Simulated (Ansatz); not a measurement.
# Stack of Cl-SiC-Cl chair under W2CO2 MXene , upper layer turned by 180° in a perpendicular field, part 3 of 4

What dipole does a perpendicular field induce in the stack of Cl-SiC-Cl chair under W2CO2 MXene , upper layer turned by 180°? A positive field points along +c.

Ansatz 0.2.0; plane-wave DFT, PBE-D3(BJ), Ansatz PAW (the session's first sound run).

So far. Step 7 (Atoms held, field 0.25 V/Å): The dipole is 0.112 e·Å, 0.152 e·Å from its value without field. Step 8 (Single point, field -0.25 V/Å): The dipole is -0.192 e·Å, -0.152 e·Å from its value without field.

### Step 9. Response, atoms held

This step: plane-wave DFT, PBE-D3(BJ), Ansatz PAW; response to a field along the normal, atoms held (Ansatz 0.2.0).

The dipoles give the slope, and the difference of two potentials shows where the field is screened.

Numbers from this step:

* equivalent conductor thickness p/(ε₀AE): 12.84 Å
* distance between the outer atoms: 11.66 Å

Dipole of the cell against applied field:

| applied field (V/Å) | dipole of the cell (e·Å) |
| --- | --- |
| -0.250 | -0.192 |
| -0.030 | -0.0579 |
| 0.000 | -0.0397 |
| 0.030 | -0.0214 |
| 0.150 | 0.0514 |
| 0.250 | 0.112 |

Local field over the applied field, running mean. From the potentials at -0.03 and 0.03 V/Å; running mean over 2.5 Å. Table of local field over applied field by z:

| z (Å) | local field over applied field |
| --- | --- |
| 5 | 0.999 |
| 6 | 0.990 |
| 7 | 0.894 |
| 8 | 0.566 |
| 9 | 0.207 |
| 10 | 0.0354 |
| 11 | 0.0213 |
| 12 | 0.00363 |
| 13 | 0.0103 |
| 14 | 0.0200 |
| 15 | 0.0283 |
| 16 | 0.0187 |
| 17 | 0.00243 |
| 18 | 8.2e-4 |
| 19 | 0.0299 |
| 20 | 0.149 |
| 21 | 0.445 |
| 22 | 0.777 |
| 23 | 0.965 |
| 24 | 0.997 |
| 25 | 1.000 |

The induced electron density oscillates, so the rows of the table below give means over 1 Å (shorter at the two ends). Its distinct maxima (Å: e/Å³ per V/Å): 8.3: 0.00435, 10.8: 0.00165. Distinct minima: 10.1: -7.8e-4, 21.4: -0.00360.

Electrons, planar mean, per unit field. Induced electron density against z; means over each step:

z (Å), induced electron density (e/Å³ per V/Å) and a bar from the least value:
```
        5    0.00000 #############
        6    0.00005 ##############
        7    0.00061 ################
        8    0.00331 ##############################
        9    0.00155 #####################
       10   -0.00047 ###########
       11    0.00059 ################
       12   -0.00019 ############
       13    0.00007 ##############
       14   -0.00018 ############
       15    0.00000 #############
       16    0.00019 ##############
       17   -0.00002 #############
       18    0.00006 ##############
       19   -0.00033 ############
       20   -0.00081 #########
       21   -0.00266 
       22   -0.00157 #####
       23   -0.00018 ############
       24   -0.00001 #############
       25    0.00000 #############
```

By hand: between -0.03 and 0.03 V/Å the dipole changes by 0.03649 e·Å, a slope of 0.6082 e·Å²/V. A perfect conductor of thickness t has p = ε₀AEt, so t = 180.95 × 0.6082 / 8.574 = 12.84 Å (e/ε₀ = 180.95 V·Å, A in Å²).

The induced dipole is that of a conductor 12.84 Å thick.

### Step 10. Relaxing in the field, field 0.1 V/Å

This step: plane-wave DFT, PBE-D3(BJ), Ansatz PAW (Ansatz 0.2.0).

Now the atoms may follow the field. A weak field makes forces of meV/Å to tens of meV/Å, so the force tolerance is set well below the usual one.

Contents of input.yaml:

```yaml
crystal:
  lattice:
    - [3.1465612026, 0.0, 0.0]
    - [-1.5732806013, 2.725001936, 0.0]
    - [0.0, 0.0, 29.6614519159]
  atoms:
    - { symbol: Cl, position: [0.6666666667, 0.3333333333, 0.3034241218] }
    - { symbol: C, position: [0.6666666667, 0.3333333333, 0.3647823812] }
    - { symbol: Si, position: [0.3333333333, 0.6666666667, 0.3841341292] }
    - { symbol: Cl, position: [0.3333333333, 0.6666666667, 0.4525746951] }
    - { symbol: O, position: [0.0, 0.0, 0.5475747969] }
    - { symbol: W, position: [0.6666666667, 0.3333333333, 0.58535255] }
    - { symbol: C, position: [0.3333333333, 0.6666666667, 0.6220859213] }
    - { symbol: W, position: [0.0, 0.0, 0.6589046369] }
    - { symbol: O, position: [0.6666666667, 0.3333333333, 0.6965758782] }
kpoints:
  mp_grid: { grid: [12, 12, 1] }
hamiltonian:
  xc: pbe
  dispersion: d3bj
scf:
  occupations: { method: fermi_dirac, width: 0.02585 }
  convergence: { dr2_threshold: 1.0e-10 }
efield:
  axis: 3
  dipole_correction: true
  ramp_position: 0.97
  ramp_width: 0.06
  amplitude: 0.1
relax:
  f_tol: 0.001
  max_steps: 60
output:
  write_potential: true
  write_density: true
  volumetric_format: npy
```

On the command line:

```bash
ansatz run input.yaml --threads 4 --pin off --max-ram 6144MiB --backend cpu --events-out ev --progress --plain --runs-dir out
```

Output:

```text
[...]
Crystal: 9 atoms, lattice volume = 254.329 Å³
Basis set: ecut = 420 eV, 4935 PW (Γ), exchange–correlation on 48×48×400 points (8 copies of the dense FFT grid, shifted against one another)
Bands: 42, of which v1, the nominal top of the filled ones, is band 33 counted from 1 (32 counted from 0)
Symmetry: 6 space group operations
[...]
k-points: 19 of 144 (time reversal used)
[...]
SCF iter   1: F=—  HF=-25210.412852 eV  |F-HF|=—  |Δ(HF+E_count)|=         —  Δρ=9.28e-2  dr2=2.64e1  ethr=3.10e-3  p=0.064 e·Å  D=4.52e-2 V/Å  ΔV_dip=-1.34 eV  dr2_dipole=9.32e-3  V_vac-E_F(+/−)=7.07/5.69 eV  ⟨swp⟩=8.5  Hψ=3997  notcnv=0
[...]
SCF iter  26: F=-25203.536667 eV  HF=-25203.536667 eV  |F-HF|=6.18e-11  |Δ(HF+E_count)|=  9.82e-11  Δρ=3.40e-8  dr2=2.83e-12  ethr=1.00e-12  p=0.021 e·Å  D=1.46e-2 V/Å  ΔV_dip=-0.43 eV  dr2_dipole=6.05e-13  V_vac-E_F(+/−)=6.61/4.32 eV  ⟨swp⟩=7.7  Hψ=5334  notcnv=0
SCF 1 converged in 26 iterations: F = -25203.536667 eV  dr2 = 2.83e-12
[...]
relax step   1: F+E_penalty+E_count = -25203.53666663 eV  Δ(F+E_penalty+E_count) = +0.000e0 eV  max|allowed force component| = 4.481e-2 eV/Å  Δτ_max = 0.0000 Å  (26 SCF iters, accepted)
[...]
SCF iter   8: F=-25203.536699 eV  HF=-25203.536699 eV  |F-HF|=3.46e-10  |Δ(HF+E_count)|=   7.64e-9  Δρ=1.28e-7  dr2=9.70e-11  ethr=1.00e-12  p=0.021 e·Å  D=1.52e-2 V/Å  ΔV_dip=-0.45 eV  dr2_dipole=4.13e-12  V_vac-E_F(+/−)=6.59/4.32 eV  ⟨swp⟩=9.2  Hψ=5232  notcnv=0
SCF 2 converged in 8 iterations: F = -25203.536699 eV  dr2 = 9.70e-11
relax step   2: F+E_penalty+E_count = -25203.53669885 eV  Δ(F+E_penalty+E_count) = -3.221e-5 eV  max|allowed force component| = 1.461e-2 eV/Å  Δτ_max = 0.0026 Å  (8 SCF iters, accepted)
SCF iter   1: F=—  HF=-25203.536954 eV  |F-HF|=—  |Δ(HF+E_count)|=         —  Δρ=5.76e-5  dr2=2.88e-5  ethr=2.33e-7  p=0.021 e·Å  D=1.52e-2 V/Å  ΔV_dip=-0.45 eV  dr2_dipole=1.04e-5  V_vac-E_F(+/−)=6.59/4.32 eV  ⟨swp⟩=2.1  Hψ=1482  notcnv=0  defer=37
[...]
SCF iter   7: F=-25203.536707 eV  HF=-25203.536707 eV  |F-HF|=2.73e-10  |Δ(HF+E_count)|=   4.45e-9  Δρ=7.89e-8  dr2=3.20e-11  ethr=1.00e-12  p=0.021 e·Å  D=1.51e-2 V/Å  ΔV_dip=-0.45 eV  dr2_dipole=1.83e-12  V_vac-E_F(+/−)=6.59/4.32 eV  ⟨swp⟩=7.3  Hψ=5162  notcnv=0
SCF 3 converged in 7 iterations: F = -25203.536707 eV  dr2 = 3.20e-11
relax step   3: F+E_penalty+E_count = -25203.53670737 eV  Δ(F+E_penalty+E_count) = -8.519e-6 eV  max|allowed force component| = 6.771e-3 eV/Å  Δτ_max = 0.0007 Å  (7 SCF iters, accepted)
[...]
relax step   4: F+E_penalty+E_count = -25203.53670691 eV  Δ(F+E_penalty+E_count) = +4.585e-7 eV  max|allowed force component| = 6.783e-3 eV/Å  Δτ_max = 0.0007 Å  (7 SCF iters, rejected (line search))
[...]
relax step   5: F+E_penalty+E_count = -25203.53670890 eV  Δ(F+E_penalty+E_count) = -1.529e-6 eV  max|allowed force component| = 1.808e-3 eV/Å  Δτ_max = 0.0003 Å  (6 SCF iters, accepted)
SCF iter   1: F=—  HF=-25203.536662 eV  |F-HF|=—  |Δ(HF+E_count)|=         —  Δρ=7.56e-6  dr2=3.09e-7  ethr=3.22e-9  p=0.021 e·Å  D=1.52e-2 V/Å  ΔV_dip=-0.45 eV  dr2_dipole=4.45e-8  V_vac-E_F(+/−)=6.59/4.32 eV  ⟨swp⟩=3.2  Hψ=2000  notcnv=0  defer=37
[...]
SCF iter   5: F=-25203.536709 eV  HF=-25203.536709 eV  |F-HF|=2.29e-10  |Δ(HF+E_count)|=  9.75e-10  Δρ=1.63e-7  dr2=9.06e-11  ethr=1.00e-12  p=0.021 e·Å  D=1.52e-2 V/Å  ΔV_dip=-0.45 eV  dr2_dipole=3.51e-12  V_vac-E_F(+/−)=6.59/4.32 eV  ⟨swp⟩=7.7  Hψ=5447  notcnv=0
SCF 6 converged in 5 iterations: F = -25203.536709 eV  dr2 = 9.06e-11
relax step   6: F+E_penalty+E_count = -25203.53670898 eV  Δ(F+E_penalty+E_count) = -8.554e-8 eV  max|allowed force component| = 2.601e-4 eV/Å  Δτ_max = 0.0001 Å  (5 SCF iters, accepted)
[...]
the band table was solved once a step of the walk had ended and its energy, with any forces and stress, was formed, with the checks that follow a solve (4981 applications of the Hamiltonian). They found nothing against the state; the energy, forces and stress were not computed again (output.eigenvalues in the input reference)
[...]
SCF converged after 5 iterations
Free energy (F): -25203.536709 eV
[...]
Internal energy: -25203.531977 eV  (E = F + TS)
E sigma→0 (E₀):  -25203.534343 eV
Entropy (-TS):   -0.004732 eV (-0.526 meV/atom)
Fermi energy:    2.322361 eV
Dipole field:    D = 0.015175 V/Å  (p = 0.021328 e·Å, saw-weighted, corrected)
Work function:   not extracted (applied field tilts the vacuum); planar V_es + V_field profile in the machine report
[...]
--- Forces (eV/Å), atoms counted from 1 ---
  atom   1  Cl    -0.00000000     0.00000000    -0.00001694
  atom   2  C      0.00000000     0.00000000    -0.00000458
  atom   3  Si     0.00000000    -0.00000000    -0.00019399
  atom   4  Cl     0.00000000     0.00000000     0.00025965
  atom   5  O     -0.00000000    -0.00000000     0.00012941
  atom   6  W      0.00000000     0.00000000    -0.00019302
  atom   7  C      0.00000000    -0.00000000    -0.00006110
  atom   8  W     -0.00000000    -0.00000000     0.00005514
  atom   9  O      0.00000000     0.00000000     0.00002168
  max |Σ_I F_I| component: 3.75e-6 eV/Å
--- Band table (eV; the first three rows and the last of 19) ---
  k-point 0: bands = [... 29 lower, 1.1671, 1.1671, 1.6870, 2.3049, 2.3049, 3.1489, 3.1489, 3.7899, ... 5 higher]
  k-point 1: bands = [... 29 lower, 0.8283, 1.0995, 1.7570, 1.9562, 2.2333, 3.2529, 3.2561, 3.9274, ... 5 higher]
  k-point 2: bands = [... 29 lower, 0.9179, 1.0774, 1.1081, 2.0478, 2.1293, 3.4291, 3.6087, 4.3541, ... 5 higher]
  k-point 18: bands = [... 29 lower, -0.6420, -0.5971, 1.6410, 1.7069, 1.7074, 4.1922, 4.2138, 4.9855, ... 5 higher]
--- Relaxed structure (6 steps of the walk, 5 accepted, 0 SCFs on fresh bases) ---
  F+E_penalty+E_count = -25203.53670898 eV   max|allowed force component| = 2.601e-4 eV/Å
  atoms:
    - { symbol: Cl, position: [0.666667, 0.333333, 0.303380] }
    - { symbol: C, position: [0.666667, 0.333333, 0.364767] }
    - { symbol: Si, position: [0.333333, 0.666667, 0.384093] }
    - { symbol: Cl, position: [0.333333, 0.666667, 0.452539] }
    - { symbol: O, position: [-1.619312e-17, -1.850372e-17, 0.547600] }
    - { symbol: W, position: [0.666667, 0.333333, 0.585375] }
    - { symbol: C, position: [0.333333, 0.666667, 0.622114] }
    - { symbol: W, position: [-1.615451e-17, -1.850372e-17, 0.658967] }
    - { symbol: O, position: [0.666667, 0.333333, 0.696575] }
```

Run time: 54 s. Hardware: 4 threads of Arm Neoverse N1, shared host; peak memory 0.67 GiB; 3.5 min of CPU time.

Hardly anything moved in the relaxation; the energy changed by under 0.2 meV an atom.

Numbers from this step:

```
energy at zero smearing : -25203.5343 eV
dipole along the normal : 0.02133 e·Å
```

The relaxation took 6 steps and lowered the energy by 4.2e-5 eV; the largest force on the free atoms ends at 2.6e-4 eV/Å.

The dipole is 0.0213 e·Å, 0.0610 e·Å from its value without field.

### Step 11. Field on, atoms free, field -0.1 V/Å

The opposite sign, again from the field-free geometry; the difference of the two cancels what relaxes without a field.

input.yaml: that of step 10 with these lines changed.

```diff
@@ -28,3 +28,3 @@
   ramp_width: 0.06
-  amplitude: 0.1
+  amplitude: -0.1
 relax:
```

Output:

```text
[...]
Crystal: 9 atoms, lattice volume = 254.329 Å³
Basis set: ecut = 420 eV, 4935 PW (Γ), exchange–correlation on 48×48×400 points (8 copies of the dense FFT grid, shifted against one another)
Bands: 42, of which v1, the nominal top of the filled ones, is band 33 counted from 1 (32 counted from 0)
Symmetry: 6 space group operations
[...]
- { symbol: Si, position: [0.333333, 0.666667, 0.384094] }
    - { symbol: Cl, position: [0.333333, 0.666667, 0.452547] }
    - { symbol: O, position: [-1.617559e-17, -1.850372e-17, 0.547617] }
    - { symbol: W, position: [0.666667, 0.333333, 0.585365] }
    - { symbol: C, position: [0.333333, 0.666667, 0.622110] }
    - { symbol: W, position: [-1.622020e-17, -1.850372e-17, 0.658904] }
    - { symbol: O, position: [0.666667, 0.333333, 0.696638] }
[key lines of the parts left out:]
SCF converged after 5 iterations
Free energy (F): -25203.544759 eV
Fermi energy:    2.328819 eV
Dipole field:    D = -0.072484 V/Å  (p = -0.101876 e·Å, saw-weighted, corrected)
```

The job ended after 48 s (4 threads; peak memory 0.66 GiB).

No atom moved by 0.005 Å in the relaxation.

This step gave:

```
energy at zero smearing : -25203.5422 eV
dipole along the normal : -0.1019 e·Å
```

The relaxation took 6 steps and lowered the energy by 3.7e-5 eV; the largest force on the free atoms ends at 4.7e-4 eV/Å.

The dipole is -0.102 e·Å, -0.0622 e·Å from its value without field.

### Step 12. Response, atoms relaxed

This step: plane-wave DFT, PBE-D3(BJ), Ansatz PAW; response to a field along the normal, atoms relaxed (Ansatz 0.2.0).

The same analysis on the two relaxed runs holds the ionic part too; their mesh is coarser, so small differences from the held value can come from that.

This step gave:

| Property | Result |
| --- | --- |
| equivalent conductor thickness p/(ε₀AE) | 13.00 Å |

Dipole of the cell against applied field:

| applied field (V/Å) | dipole of the cell (e·Å) |
| --- | --- |
| -0.1000 | -0.102 |
| 0.1000 | 0.0213 |

Local field over the applied field, running mean. From the potentials at -0.1 and 0.1 V/Å; running mean over 2.5 Å. The local field over applied field by z:

| z (Å) | local field over applied field |
| --- | --- |
| 4.5 | 1.000 |
| 5.0 | 0.999 |
| 5.5 | 0.997 |
| 6.0 | 0.989 |
| 6.5 | 0.962 |
| 7.0 | 0.879 |
| 7.5 | 0.741 |
| 8.0 | 0.578 |
| 8.5 | 0.393 |
| 9.0 | 0.229 |
| 9.5 | 0.108 |
| 10.0 | 0.0150 |
| 10.5 | -0.00170 |
| 11.0 | -0.00317 |
| 11.5 | -0.0144 |
| 12.0 | -0.00471 |
| 12.5 | 0.0361 |
| 13.0 | 0.0200 |
| 13.5 | 0.0161 |
| 14.0 | 0.0255 |
| 14.5 | 0.0154 |
| 15.0 | 0.0236 |
| 15.5 | 0.0383 |
| 16.0 | 0.0133 |
| 16.5 | -0.00328 |
| 17.0 | 0.0178 |
| 17.5 | 0.0579 |
| 18.0 | 0.0252 |
| 18.5 | -0.0515 |
| 19.0 | -0.118 |
| 19.5 | 0.00926 |
| 20.0 | 0.0696 |
| 20.5 | 0.182 |
| 21.0 | 0.454 |
| 21.5 | 0.723 |
| 22.0 | 0.776 |
| 22.5 | 0.859 |
| 23.0 | 0.961 |
| 23.5 | 0.989 |
| 24.0 | 0.997 |
| 24.5 | 0.999 |
| 25.0 | 1.000 |
| 25.5 | 1.000 |

The induced electron density oscillates, so the rows of the table below give means over 1 Å (shorter at the two ends). Its distinct maxima (Å: e/Å³ per V/Å): 8.3: 0.00633, 15.9: 0.00334, 17.8: 0.00152, 20.2: 0.0247. Distinct minima: 10.2: -0.00310, 16.8: -0.00493, 19.0: -0.0153, 21.1: -0.0143.

Electrons, planar mean, per unit field. Table of induced electron density by z; means over each step:

| z (Å) | induced electron density (e/Å³ per V/Å) |
| --- | --- |
| 5 | 3.0e-6 |
| 6 | 4.9e-5 |
| 7 | 6.6e-4 |
| 8 | 0.00437 |
| 9 | 0.00150 |
| 10 | -0.00268 |
| 11 | 0.00109 |
| 12 | 6.3e-4 |
| 13 | 5.1e-4 |
| 14 | -7.0e-4 |
| 15 | 2.0e-4 |
| 16 | 0.00102 |
| 17 | -0.00290 |
| 18 | -2.0e-4 |
| 19 | -0.00933 |
| 20 | 0.0149 |
| 21 | -0.00668 |
| 22 | -0.00220 |
| 23 | -1.9e-4 |
| 24 | -1.5e-5 |
| 25 | -1.1e-6 |

The induced dipole is that of a conductor 13.00 Å thick.

### Step 13. With spin-orbit coupling, k-mesh 12×12×1

This step: plane-wave DFT, PBE, fully relativistic PAW with spin-orbit coupling (Ansatz 0.2.0).

Heavy atoms split their bands by spin-orbit coupling, so this run uses fully relativistic files and two-component states.

input.yaml: that of step 11 with these lines changed.

```diff
@@ -17,8 +17,14 @@
   mp_grid: { grid: [12, 12, 1] }
+  band_path:
+    path: [[0, 0, 0], [0.5, 0, 0], [0.33333333, 0.33333333, 0], [0, 0, 0]]
+    npoints: 16
 hamiltonian:
   xc: pbe
-  dispersion: d3bj
+  pseudopotentials: { kind: paw_fr }
+magnetization:
+  noncollinear: true
+  spin_orbit: true
 scf:
   occupations: { method: fermi_dirac, width: 0.02585 }
-  convergence: { dr2_threshold: 1.0e-10 }
+  convergence: { dr2_threshold: 1.0e-09 }
 efield:
@@ -28,6 +34,3 @@
   ramp_width: 0.06
-  amplitude: -0.1
-relax:
-  f_tol: 0.001
-  max_steps: 60
+  amplitude: 0
 output:
```

Output:

```text
[...]
non-collinear run that drives no moment, with spin-orbit: no starting moment large enough to seed its density (crystal.atoms[].spin), no starting occupations that ask for one, no magnetisation constraint and no magnetic field, so the semilocal B_xc is pinned to zero
Crystal: 9 atoms, lattice volume = 254.329 Å³
Basis set: ecut = 420 eV, 4935 PW (Γ)
Bands: 84, of which v1, the nominal top of the filled ones, is band 66 counted from 1 (65 counted from 0)
Symmetry: 6 space group operations + 6 with time reversal
[...]
k-points: 19 of 144 (time reversal used)
Projection manifold: j_resolved (fully-relativistic pseudo-atomic orbitals)
[...]
SCF iter   1: F=—  HF=-25257.418899 eV  |F-HF|=—  |Δ(HF+E_count)|=         —  Δρ=9.23e-2  dr2=2.61e1  dr2_m=0.00e0 (ungated)  ethr=3.10e-3  |M|=0.00e0 ∫|m|=0.00e0 μB  |m|>n=0.0e0 m-floor=0.0e0 τ_xc=0.0e0  β_m=1.00  p=0.000 e·Å  D=4.60e-7 V/Å  ΔV_dip=-0.00 eV  dr2_dipole=4.48e-3  V_vac-E_F(+/−)=6.46/6.46 eV  ⟨swp⟩=7.9  Hψ=8952  notcnv=0  defer=17
[...]
spin=Noncollinear: LDOS preconditioning applied to the charge; magnetization (m_x, m_y, m_z) channels mix plain (no charge-response kernel on spin).
SCF iter   2: F=—  HF=-25259.112646 eV  |F-HF|=—  |Δ(HF+E_count)|=    1.69e0  Δρ=1.07e-1  dr2=1.48e2  dr2_m=0.00e0 (ungated)  ethr=3.10e-3  |M|=0.00e0 ∫|m|=0.00e0 μB  |m|>n=0.0e0 m-floor=0.0e0 τ_xc=0.0e0  β_m=0.62  p=-0.135 e·Å  D=-9.62e-2 V/Å  ΔV_dip=2.85 eV  dr2_dipole=3.49e1  V_vac-E_F(+/−)=4.38/1.53 eV  ⟨swp⟩=5.1  Hψ=4605  notcnv=0  defer=201  recentre
[...]
SCF iter  26: F=-25250.607223 eV  HF=-25250.607223 eV  |F-HF|=3.64e-11  |Δ(HF+E_count)|=  1.46e-10  Δρ=7.20e-8  dr2=3.87e-11  dr2_m=0.00e0 (ungated)  ethr=1.52e-12  |M|=0.00e0 ∫|m|=0.00e0 μB  |m|>n=0.0e0 m-floor=0.0e0 τ_xc=0.0e0  p=-0.041 e·Å  D=-2.92e-2 V/Å  ΔV_dip=0.87 eV  dr2_dipole=1.55e-12  V_vac-E_F(+/−)=5.92/5.05 eV  ⟨swp⟩=17.2  Hψ=6452  notcnv=0
SCF 1 converged in 26 iterations: F = -25250.607223 eV  dr2 = 3.87e-11
[...]
SCF converged after 26 iterations
Magnetization: |M| = 0.0000 μB,  M = (+0.0000, +0.0000, +0.0000) μB
Absolute magnetization: 0.0000 μB (∫|m|)
  site 0: m = (+0.0000, +0.0000, +0.0000) μB, |m| = 0.0000 μB  (R = 0.75 Å)
  site 1: m = (+0.0000, +0.0000, +0.0000) μB, |m| = 0.0000 μB  (R = 0.75 Å)
  site 2: m = (+0.0000, +0.0000, +0.0000) μB, |m| = 0.0000 μB  (R = 0.79 Å)
  site 3: m = (+0.0000, +0.0000, +0.0000) μB, |m| = 0.0000 μB  (R = 0.84 Å)
  site 4: m = (+0.0000, +0.0000, +0.0000) μB, |m| = 0.0000 μB  (R = 0.88 Å)
  site 5: m = (+0.0000, +0.0000, +0.0000) μB, |m| = 0.0000 μB  (R = 0.87 Å)
  site 6: m = (+0.0000, +0.0000, +0.0000) μB, |m| = 0.0000 μB  (R = 0.87 Å)
  site 7: m = (+0.0000, +0.0000, +0.0000) μB, |m| = 0.0000 μB  (R = 0.87 Å)
  site 8: m = (+0.0000, +0.0000, +0.0000) μB, |m| = 0.0000 μB  (R = 0.88 Å)
Free energy (F): -25250.607223 eV
[...]
Internal energy: -25250.602062 eV  (E = F + TS)
E sigma→0 (E₀):  -25250.604643 eV
Entropy (-TS):   -0.005161 eV (-0.573 meV/atom)
Fermi energy:    2.321548 eV
Dipole field:    D = -0.029241 V/Å  (p = -0.041099 e·Å, saw-weighted, corrected)
Work function:   Φ+ = 5.9158 eV   Φ− = 5.0484 eV
[...]
--- Band table (eV; the first three rows and the last of 19) ---
  k-point 0: bands = [... 62 lower, 1.7334, 1.7334, 2.2724, 2.2724, 2.3538, 2.3538, 3.0563, 3.0563, ... 14 higher]
  k-point 1: bands = [... 62 lower, 1.7889, 1.7896, 1.9568, 1.9624, 2.2464, 2.2470, 3.1891, 3.1940, ... 14 higher]
  k-point 2: bands = [... 62 lower, 1.1145, 1.1223, 2.0570, 2.0571, 2.1359, 2.1360, 3.4465, 3.4500, ... 14 higher]
  k-point 18: bands = [... 62 lower, 1.5983, 1.6022, 1.7300, 1.7333, 1.7479, 1.7505, 3.9983, 4.0139, ... 14 higher]
```

Wall time 4.1 min (4 threads); peak memory 2.3 GiB; 16 min of CPU time.

Numbers from this step:

| Property | Result |
| --- | --- |
| energy at zero smearing | -25250.6046 eV |
| work function, upper face | 5.916 eV |
| work function, lower face | 5.048 eV |
| dipole along the normal | -0.04110 e·Å |
| step between the vacuum levels | 0.8674 eV |

Electronic bands along the path, in eV, zero at the Fermi level:

| point | band 63 | band 64 | band 65 | band 66 | band 67 | band 68 | band 69 | band 70 |
| --- | --- | --- | --- | --- | --- | --- | --- | --- |
| Γ | -0.59 | -0.59 | -0.05 | -0.05 | 0.03 | 0.03 | 0.73 | 0.73 |
| halfway | -0.74 | -0.74 | -0.50 | -0.50 | 0.30 | 0.30 | 1.24 | 1.24 |
| M | -0.92 | -0.92 | 0.36 | 0.36 | 0.64 | 0.64 | 1.41 | 1.41 |
| halfway | -1.71 | -1.70 | 0.00 | 0.00 | 0.20 | 0.20 | 1.55 | 1.56 |
| K | -0.72 | -0.72 | -0.59 | -0.59 | -0.57 | -0.57 | 1.68 | 1.69 |
| halfway | -1.08 | -1.08 | -1.00 | -0.99 | 0.75 | 0.76 | 1.34 | 1.34 |
| Γ | -0.59 | -0.59 | -0.05 | -0.05 | 0.03 | 0.03 | 0.73 | 0.73 |

The work function of the upper face is 5.92 eV.

[end of part 3 of 4]

[Long decimals in the printed logs are rounded to 6 places.]

[Logs are printed without paths, hosts, clocks, repeated set-up lines and the standing remarks that a program may print on its own settings, such as how far it seeks lower states.]

[Hosts, paths, dates, database ids (printed as entryN), source tags and the programs' standing remarks are cut or masked in the printed files.]

[Maps of the electrostatic potential energy from Ansatz leave out the sawtooth potential of an applied field or a dipole correction, so their vacuum need not be flat; planar profiles and work functions include it.]
